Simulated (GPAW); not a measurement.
Entries from a set of simulations; values are calculated unless marked as measured.

**Quasiparticle gap of NbInO4 (P2/c) in GPAW**

The structure is monoclinic, space group P2/c (No. 13). The conventional cell has a = 4.835 Å, b = 5.771 Å, c = 5.144 Å, α = 90.00°, β = 91.13°, γ = 90.00°. Nearest to Nb lie 6 O at 1.88 to 2.15 Å. In has 6 O at 2.10 to 2.23 Å nearest. Nearest to O lie 1 Nb at 1.88 Å and 2 In at 2.15 to 2.23 Å. Nearest to O lie 2 Nb at 1.98 to 2.15 Å and 1 In at 2.10 Å. Farther neighbours and most contacts between anions are not listed.

```yaml
method: DFT, LDA, plane waves, PAW (and 1 further level or step)
program: GPAW 26.7.0
settings_of_one_run: cutoff 600 eV, GPAW PAW setups 1.2.1 data release, 4×2×4 k-mesh, nbands 335
cost: 4 runs, 8 min in all on 4 MPI ranks of AMD EPYC 9R45, shared host (the runs of this entry)
notes: The cell and positions come from the Crystallography Open Database and are kept as given unless a step says otherwise. Limits: no spin-orbit coupling. Bands and cutoff are finite, so the gap is not at the basis limit. The miss can reach some tenths of an eV and take either sign; the mesh is an error of its own. The 4×2×4 mesh is coarse for this cell, which bears on the long-range parts of exchange and screening.
lda_gap: 3.21 eV, indirect
g0w0_gap_on_the_mesh: 5.21 eV
g0w0_gap_over_the_zone_rigid_shift: 5.18 eV
gw_settings: 4×2×4 mesh, 151 bands, screening to 60 eV, Godby-Needs plasmon pole
known_limits: not at the basis limit; no spin-orbit coupling; coarse k mesh
```

G0W0 moves the gap on the mesh from 3.24 eV to 5.21 eV (+1.97 eV), with Z of 0.78 and 0.82 at the edges. The mesh misses the band edges by 0.03 eV in all; a rigid shift gives 5.18 eV for the zone.

[Paths, hosts, dates, memory and timing lines, banners, echoed tables and standing remarks are left out of the program output.]

[Logs are printed without paths, hosts, clocks, repeated set-up lines and the standing remarks that a program may print on its own settings, such as how far it seeks lower states.]

[Runs of the session that timed out or met a known fault of the program may be left out.]

[Hosts, paths, dates, database ids (printed as entryN), source tags and the programs' standing remarks are cut or masked in the printed files.]
